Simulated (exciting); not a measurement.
# O K-edge absorption of KLuO2, all-electron BSE

How far do the exchange and direct terms reshape the O K edge of KLuO2?

Main program and level: exciting sodium; X-ray absorption, core-level Bethe-Salpeter equation, exchange and statically screened direct term, Tamm-Dancoff, all-electron LAPW+lo LDA.

Most raw output is cut from this account.

**1. Set-up**

The structure is trigonal, space group R-3m (No. 166). The conventional cell has a = 3.347 Å, b = 3.347 Å, c = 18.483 Å, α = 90.00°, β = 90.00°, γ = 120.00°. Nearest to Lu lie 6 O at 2.23 Å. K has 6 O at 2.75 Å nearest. Nearest to O lie 3 Lu at 2.23 Å and 3 K at 2.75 Å. Farther neighbours and most contacts between anions are not listed.

Structure file:

```cif
data_structure
_symmetry_space_group_name_H-M 'P 1'
_symmetry_Int_Tables_number 1
_cell_length_a 6.4571
_cell_length_b 6.4571
_cell_length_c 6.4571
_cell_angle_alpha 30.046
_cell_angle_beta 30.046
_cell_angle_gamma 30.046
_cell_volume 59.79
loop_
_atom_site_label
_atom_site_type_symbol
_atom_site_fract_x
_atom_site_fract_y
_atom_site_fract_z
_atom_site_occupancy
Lu1 Lu 0.50000 0.50000 0.50000 1
K2 K 0.00000 0.00000 0.00000 1
O3 O 0.77267 0.77267 0.77267 1
O4 O 0.22733 0.22733 0.22733 1
```

Differences between curves are given as r.m.s. difference over r.m.s. height.

**2. Ground state**

The species files are the program's own, with muffin-tin radii set in the input.

Input file input.xml:

```
<input>
  <title>KLuO2</title>
  <structure speciespath="." autormt="false" epslat="1.0e-5">
    <crystal>
      <basevect>3.1629158690 1.8261103285 11.6427010089</basevect>
      <basevect>-3.1629158690 1.8261103285 11.6427010089</basevect>
      <basevect>0.0000000000 -3.6522206568 11.6427010089</basevect>
    </crystal>
    <species speciesfile="Lu.xml" rmt="2.240">
      <atom coord="0.5000000000 0.5000000000 0.5000000000"/>
    </species>
    <species speciesfile="K.xml" rmt="2.464">
      <atom coord="0.0000000000 0.0000000000 0.0000000000"/>
    </species>
    <species speciesfile="O.xml" rmt="1.856">
      <atom coord="0.7726658200 0.7726658200 0.7726658200"/>
      <atom coord="0.2273341800 0.2273341800 0.2273341800"/>
    </species>
  </structure>
  <groundstate do="fromscratch" xctype="LDA_PW" ngridk="4 4 4" rgkmax="7" gmaxvr="14" nempty="8" swidth="0.001" maxscl="100" epsengy="1e-5"/>
</input>
```

Launch:

```sh
$ OMP_NUM_THREADS=1 mpirun -n 4 exciting
```

It took 40 s on 4 MPI ranks of Arm Neoverse V2, shared host.

The warnings file holds hints only, no warning.

The mesh shows a gap of 3.54 eV. Core levels (Dirac, from the valence top):

```
atom  level  energy (eV)
   O  1s1/2       -499.8
```

**3. A richer basis for the empty states**

Each species file gets more local orbitals, built from u and its energy derivative at 0.15 Ha and u at 0.9 Ha.

input.xml is that of step 2.

Input file SPECIES.xml, added lines:

```
<lo l="L">  <!-- L = 0, 1, 2, and 3 from Cs on -->
  <wf matchingOrder="0" trialEnergy="0.1500" searchE="false"/>
  <wf matchingOrder="1" trialEnergy="0.1500" searchE="false"/>
  <wf matchingOrder="0" trialEnergy="0.9000" searchE="false"/>
</lo>
```

Launch:

```sh
$ OMP_NUM_THREADS=1 mpirun -n 4 exciting
```

Run time: 44 s. Hardware: 4 MPI ranks.

Against the first ground state the total energy moves by -12 meV an atom and the gap by -0.03 eV.

**4. Screening, kernels and BSE for O atom 3**

The absorber has 3 Lu at 2.23 Å and 3 K at 2.75 Å (distorted octahedral, site symmetry 3m).

Edit input.xml of step 3 so:

```diff
@@ -19,3 +19,20 @@
   </structure>
-  <groundstate do="fromscratch" xctype="LDA_PW" ngridk="4 4 4" rgkmax="7" gmaxvr="14" nempty="8" swidth="0.001" maxscl="100" epsengy="1e-5"/>
+  <groundstate do="skip" xctype="LDA_PW" ngridk="4 4 4" rgkmax="7" gmaxvr="14" nempty="8" swidth="0.001" maxscl="100" epsengy="1e-5"/>
+  <xs xstype="BSE" ngridk="3 3 3" ngridq="3 3 3" vkloff="0.097 0.273 0.493" rgkmax="7" nempty="36" gqmax="3" lmaxapwwf="5" lmaxemat="2" broad="0.01654" tevout="true">
+    <energywindow intv="18.053 19.670" points="439"/>
+    <screening screentype="full" nempty="56"/>
+    <BSE xas="true" xasspecies="3" xasatom="1" xasedge="K" bsetype="singlet" nstlxas="1 32"/>
+    <qpointset>
+      <qpoint>0 0 0</qpoint>
+    </qpointset>
+    <plan>
+      <doonly task="xsgeneigvec"/>
+      <doonly task="writepmatxs"/>
+      <doonly task="scrgeneigvec"/>
+      <doonly task="scrwritepmat"/>
+      <doonly task="screen"/>
+      <doonly task="scrcoulint"/>
+      <doonly task="exccoulint"/>
+    </plan>
+  </xs>
 </input>
```

Input file input.xml for the last start (plan only):

```
  <plan>
    <doonly task="bse"/>
  </plan>
```

Launch:

```sh
$ OMP_NUM_THREADS=1 mpirun -n 4 exciting
$ OMP_NUM_THREADS=4 exciting
```

Wall time 12 min (4 MPI ranks).

Wall time by task: xsgeneigvec 8.5 s, writepmatxs 4.4 s, scrgeneigvec 4.2 s, scrwritepmat 3.2 s, screen 3.8 min, scrcoulint 5.3 min, exccoulint 2.2 min, bse 3.9 s.

The O K spectrum of O atom 3 (energy from the Kohn–Sham onset, core level to the lowest empty state found on the meshes used, 503.25 eV; the ground-state mesh sets it, and the shifted mesh has its lowest transition 0.23 eV above it; Im ε scaled to the maximum of the singlet run; cut below the end of the band set):

```
E (eV)  isotropic  ε ⊥ c  ε ∥ c
  -5.5       0.02   0.02   0.02
  -5.0       0.02   0.02   0.02
  -4.5       0.03   0.02   0.03
  -4.0       0.03   0.03   0.03
  -3.5       0.04   0.04   0.04
  -3.0       0.05   0.05   0.06
  -2.5       0.07   0.06   0.09
  -2.0       0.11   0.09   0.15
  -1.5       0.21   0.16   0.32
  -1.0       0.47   0.31   0.78
  -0.5       0.73   0.67   0.85
   0.0       1.00   1.13   0.74
   0.5       0.96   1.13   0.62
   1.0       0.81   0.89   0.65
   1.5       0.60   0.57   0.66
   2.0       0.51   0.43   0.68
   2.5       0.45   0.39   0.58
   3.0       0.39   0.34   0.49
   3.5       0.40   0.35   0.49
   4.0       0.45   0.44   0.46
   4.5       0.56   0.62   0.43
   5.0       0.69   0.77   0.55
   5.5       0.69   0.70   0.67
   6.0       0.61   0.65   0.52
   6.5       0.45   0.50   0.33
   7.0       0.34   0.38   0.27
   7.5       0.30   0.31   0.28
   8.0       0.33   0.34   0.31
   8.5       0.30   0.33   0.23
   9.0       0.25   0.27   0.19
   9.5       0.19   0.21   0.17
  10.0       0.16   0.15   0.17
  10.5       0.15   0.13   0.18
  11.0       0.15   0.13   0.19
  11.5       0.15   0.13   0.20
  12.0       0.16   0.13   0.22
  12.5       0.17   0.14   0.22
  13.0       0.18   0.16   0.22
  13.5       0.18   0.18   0.19
  14.0       0.14   0.14   0.14
  14.5       0.10   0.10   0.11
  15.0       0.10   0.09   0.10
  15.5       0.10   0.10   0.10
  16.0       0.12   0.12   0.13
  16.5       0.15   0.13   0.18
  17.0       0.18   0.17   0.20
  17.5       0.21   0.22   0.20
  18.0       0.21   0.20   0.21
  18.5       0.18   0.16   0.21
  19.0       0.17   0.15   0.20
  19.5       0.18   0.18   0.18
  20.0       0.19   0.20   0.17
  20.5       0.19   0.20   0.17
  21.0       0.19   0.19   0.18
  21.5       0.19   0.20   0.16
  22.0       0.20   0.22   0.14
  22.5       0.20   0.23   0.13
  23.0       0.19   0.21   0.14
  23.5       0.18   0.20   0.14
  24.0       0.17   0.20   0.11
```

Maxima (height): 0.0 eV (1.00), 5.0 eV (0.70), 8.0 eV (0.33), 13.4 eV (0.19), 17.7 eV (0.22) and 22.3 eV (0.20).

The Hamiltonian has 1728 rows. The lowest groups of eigenvalues and the brightest ones, on the scale above (the program counts from the shifted mesh's onset, 0.23 eV higher). Core spinors bring spin-forbidden partners, so dark means forbidden by spin or by symmetry, and the shifted mesh splits states that symmetry would keep together:

```
energy (eV)  states within 10 meV  relative strength
     -0.945                     1               dark
     -0.929                     1               0.54
     -0.817                     2               0.13
     -0.584                     2               0.26
     -0.385                     2              0.083
     -0.230                     1               dark
     -0.205                     1               1.00
     -0.043                     2               0.32
      0.184                     1               0.52
      0.504                     2               0.38
      0.854                     1               0.25
```

**5. Independent particles**

Edit input.xml of step 4 so:

```diff
@@ -23,3 +23,3 @@
     <screening screentype="full" nempty="56"/>
-    <BSE xas="true" xasspecies="3" xasatom="1" xasedge="K" bsetype="singlet" nstlxas="1 32"/>
+    <BSE xas="true" xasspecies="3" xasatom="1" xasedge="K" bsetype="IP" nstlxas="1 32"/>
     <qpointset>
@@ -28,9 +28,3 @@
     <plan>
-      <doonly task="xsgeneigvec"/>
-      <doonly task="writepmatxs"/>
-      <doonly task="scrgeneigvec"/>
-      <doonly task="scrwritepmat"/>
-      <doonly task="screen"/>
-      <doonly task="scrcoulint"/>
-      <doonly task="exccoulint"/>
+      <doonly task="bse"/>
     </plan>
```

Launch:

```sh
$ OMP_NUM_THREADS=4 exciting
```

Wall time 3 s (4 threads).

Maxima (height): 2.8 eV (0.57), 8.1 eV (0.80), 10.0 eV (0.50), 14.4 eV (0.24) and 19.2 eV (0.23). The spectrum differs from the singlet run by 72 % r.m.s. Moving the earlier curve by +2.9 eV leaves 32 %. The highest maximum lies at 8.1 eV (0.80), against 0.0 eV (1.00).

**6. Exchange alone**

Edit input.xml of step 5 so:

```diff
@@ -23,3 +23,3 @@
     <screening screentype="full" nempty="56"/>
-    <BSE xas="true" xasspecies="3" xasatom="1" xasedge="K" bsetype="IP" nstlxas="1 32"/>
+    <BSE xas="true" xasspecies="3" xasatom="1" xasedge="K" bsetype="RPA" nstlxas="1 32"/>
     <qpointset>
```

Launch:

```sh
$ OMP_NUM_THREADS=4 exciting
```

Wall time 4.5 s (4 threads).

Maxima (height): 2.8 eV (0.54), 8.1 eV (0.79), 10.0 eV (0.51), 14.4 eV (0.25) and 19.2 eV (0.23). The spectrum differs from the independent-particle run by 3 % r.m.s.

**7. Broadening**

Changed against the first singlet run: half width (eV) from 0.45 to 1.35.

Edit input.xml of step 6 so:

```diff
@@ -20,6 +20,6 @@
   <groundstate do="skip" xctype="LDA_PW" ngridk="4 4 4" rgkmax="7" gmaxvr="14" nempty="8" swidth="0.001" maxscl="100" epsengy="1e-5"/>
-  <xs xstype="BSE" ngridk="3 3 3" ngridq="3 3 3" vkloff="0.097 0.273 0.493" rgkmax="7" nempty="36" gqmax="3" lmaxapwwf="5" lmaxemat="2" broad="0.01654" tevout="true">
+  <xs xstype="BSE" ngridk="3 3 3" ngridq="3 3 3" vkloff="0.097 0.273 0.493" rgkmax="7" nempty="36" gqmax="3" lmaxapwwf="5" lmaxemat="2" broad="0.04961" tevout="true">
     <energywindow intv="18.053 19.670" points="439"/>
     <screening screentype="full" nempty="56"/>
-    <BSE xas="true" xasspecies="3" xasatom="1" xasedge="K" bsetype="RPA" nstlxas="1 32"/>
+    <BSE xas="true" xasspecies="3" xasatom="1" xasedge="K" bsetype="singlet" nstlxas="1 32"/>
     <qpointset>
```

Launch:

```sh
$ OMP_NUM_THREADS=4 exciting
```

Wall time 4.5 s (4 threads).

Against the singlet run the r.m.s. difference is 26 %. The highest maximum lies at 0.4 eV (0.63), against 0.0 eV (1.00). Only the width of each line changes; the area stays. A table step wider than the lines misses their tops.

```
E (eV)  first run  this run
 -11.0       0.01      0.02
 -10.0       0.01      0.02
  -9.0       0.01      0.02
  -8.0       0.01      0.03
  -7.0       0.01      0.03
  -6.0       0.02      0.04
  -5.0       0.02      0.06
  -4.0       0.03      0.09
  -3.0       0.05      0.13
  -2.0       0.11      0.23
  -1.0       0.47      0.42
   0.0       1.00      0.61
   1.0       0.81      0.61
   2.0       0.51      0.51
   3.0       0.39      0.45
   4.0       0.45      0.46
   5.0       0.69      0.51
   6.0       0.61      0.47
   7.0       0.34      0.37
   8.0       0.33      0.31
   9.0       0.25      0.25
  10.0       0.16      0.20
  11.0       0.15      0.18
  12.0       0.16      0.17
  13.0       0.18      0.17
  14.0       0.14      0.15
  15.0       0.10      0.14
  16.0       0.12      0.14
  17.0       0.18      0.17
  18.0       0.21      0.18
  19.0       0.17      0.17
  20.0       0.19      0.18
  21.0       0.19      0.18
  22.0       0.20      0.18
  23.0       0.19      0.17
  24.0       0.17      0.16
```

**8. Another input**

In this try the input is made faulty on purpose, to show what that does.

Edit input.xml of step 7 so:

```diff
@@ -20,3 +20,3 @@
   <groundstate do="skip" xctype="LDA_PW" ngridk="4 4 4" rgkmax="7" gmaxvr="14" nempty="8" swidth="0.001" maxscl="100" epsengy="1e-5"/>
-  <xs xstype="BSE" ngridk="3 3 3" ngridq="3 3 3" vkloff="0.097 0.273 0.493" rgkmax="7" nempty="36" gqmax="3" lmaxapwwf="5" lmaxemat="2" broad="0.04961" tevout="true">
+  <xs xstype="BSE" ngridk="2 2 2" ngridq="2 2 2" vkloff="0 0 0" rgkmax="7" nempty="36" gqmax="3" lmaxapwwf="5" lmaxemat="2" broad="0.01654" tevout="true">
     <energywindow intv="18.053 19.670" points="439"/>
@@ -28,3 +28,9 @@
     <plan>
-      <doonly task="bse"/>
+      <doonly task="xsgeneigvec"/>
+      <doonly task="writepmatxs"/>
+      <doonly task="scrgeneigvec"/>
+      <doonly task="scrwritepmat"/>
+      <doonly task="screen"/>
+      <doonly task="scrcoulint"/>
+      <doonly task="exccoulint"/>
     </plan>
```

Input file input.xml for the last start (plan only):

```
  <plan>
    <doonly task="bse"/>
  </plan>
```

Launch:

```sh
$ OMP_NUM_THREADS=1 mpirun -n 4 exciting
$ OMP_NUM_THREADS=4 exciting
```

Elapsed: 2.1 min, on 4 MPI ranks.

Wall time by task: xsgeneigvec 7.2 s, writepmatxs 3.4 s, scrgeneigvec 2.9 s, scrwritepmat 3 s, screen 36 s, scrcoulint 33 s, exccoulint 39 s, bse 1.5 s.

The input has a fault: a coarse mesh through the zone centre samples only symmetric points. In all it changes the k mesh from 3×3×3 to 2×2×2 and mesh offset from shifted to 0 0 0. Against the singlet run the r.m.s. difference is 31 %. The highest maximum lies at 1.3 eV (0.84), against 0.0 eV (1.00). The first bright state moves from -0.93 to -1.32 eV. The lowest bare transition of this run lies at 0.00 eV, against 0.23. A coarse mesh samples few band energies, and it inflates the long-range part of the attraction. Symmetric points repeat the same band energies.

```
E (eV)  first run  this run
  -5.0       0.02      0.02
  -4.0       0.03      0.03
  -3.0       0.05      0.05
  -2.0       0.11      0.13
  -1.0       0.47      0.29
   0.0       1.00      0.58
   1.0       0.81      0.78
   2.0       0.51      0.62
   3.0       0.39      0.36
   4.0       0.45      0.72
   5.0       0.69      0.61
   6.0       0.61      0.73
   7.0       0.34      0.26
   8.0       0.33      0.30
   9.0       0.25      0.28
  10.0       0.16      0.19
  11.0       0.15      0.14
  12.0       0.16      0.21
  13.0       0.18      0.27
  14.0       0.14      0.14
  15.0       0.10      0.08
  16.0       0.12      0.08
  17.0       0.18      0.10
  18.0       0.21      0.26
  19.0       0.17      0.17
  20.0       0.19      0.21
  21.0       0.19      0.17
  22.0       0.20      0.11
  23.0       0.19      0.15
  24.0       0.17      0.14
```

**9. The levels of theory side by side**

```
  level  curve passes 0.15 (eV)  highest maximum (eV)  its height
     IP                     0.7                   8.1        0.80
    RPA                     0.7                   8.1        0.79
singlet                    -1.7                   0.0        1.00
```

```
E (eV)    IP   RPA  singlet
  -4.0  0.01  0.01     0.03
  -3.0  0.01  0.01     0.05
  -2.0  0.02  0.02     0.11
  -1.0  0.03  0.03     0.47
   0.0  0.07  0.07     1.00
   1.0  0.21  0.19     0.81
   2.0  0.35  0.33     0.51
   3.0  0.55  0.54     0.39
   4.0  0.51  0.50     0.45
   5.0  0.40  0.39     0.69
   6.0  0.31  0.30     0.61
   7.0  0.46  0.44     0.34
   8.0  0.78  0.77     0.33
   9.0  0.52  0.53     0.25
  10.0  0.50  0.51     0.16
  11.0  0.31  0.32     0.15
  12.0  0.26  0.26     0.16
  13.0  0.23  0.23     0.18
  14.0  0.24  0.24     0.14
  15.0  0.23  0.23     0.10
  16.0  0.13  0.14     0.12
  17.0  0.14  0.15     0.18
  18.0  0.18  0.18     0.21
  19.0  0.23  0.23     0.17
  20.0  0.21  0.21     0.19
  21.0  0.24  0.24     0.19
  22.0  0.24  0.24     0.20
  23.0  0.24  0.25     0.19
  24.0  0.27  0.27     0.17
```

**10. Results**

```
absorber and edge   : O K, atom 3
surroundings        : 3 Lu at 2.23 Å and 3 K at 2.75 Å (distorted octahedral, site symmetry 3m)
first bright state  : -0.93 eV from the Kohn–Sham onset, on this mesh
highest maximum     : 0.0 eV
cost of the BSE run : 12 min on 4 MPI ranks of Arm Neoverse V2, shared host; the last task ran on as many threads
```

Is a core exciton bound? Yes on this mesh: the first bright state (over 5 % of the brightest) lies at -0.93 eV from the Kohn–Sham onset and at -1.16 eV from the lowest bare transition of its own mesh. Changing the half width (eV) from 0.45 to 1.35 alters the spectrum by 26 % r.m.s. Exchange alone changes the independent-particle spectrum by 3 % r.m.s. A mesh of 27 points doesn't converge binding energies, and fine structure above the first lines is partly noise of the mesh. Exchange and the short-range direct term aren't converged in the kernel cutoff. The zero comes from the unshifted 4×4×4 ground-state mesh; it is exact only where the band minimum lies on that mesh. The Kohn–Sham onset, 503 eV, is no photon energy: the scale needs a rigid shift. No quasiparticle correction widens the gap or stretches the bands. Vibrations and energy-dependent lifetimes are left out. The structure is a Materials Project entry, computed there, and may be a hypothetical form.

[Logs are printed without paths, hosts, clocks, repeated set-up lines and the standing remarks that a program may print on its own settings, such as how far it seeks lower states.]

[Hosts, paths, dates, database ids (printed as entryN), source tags and the programs' standing remarks are cut or masked in the printed files.]
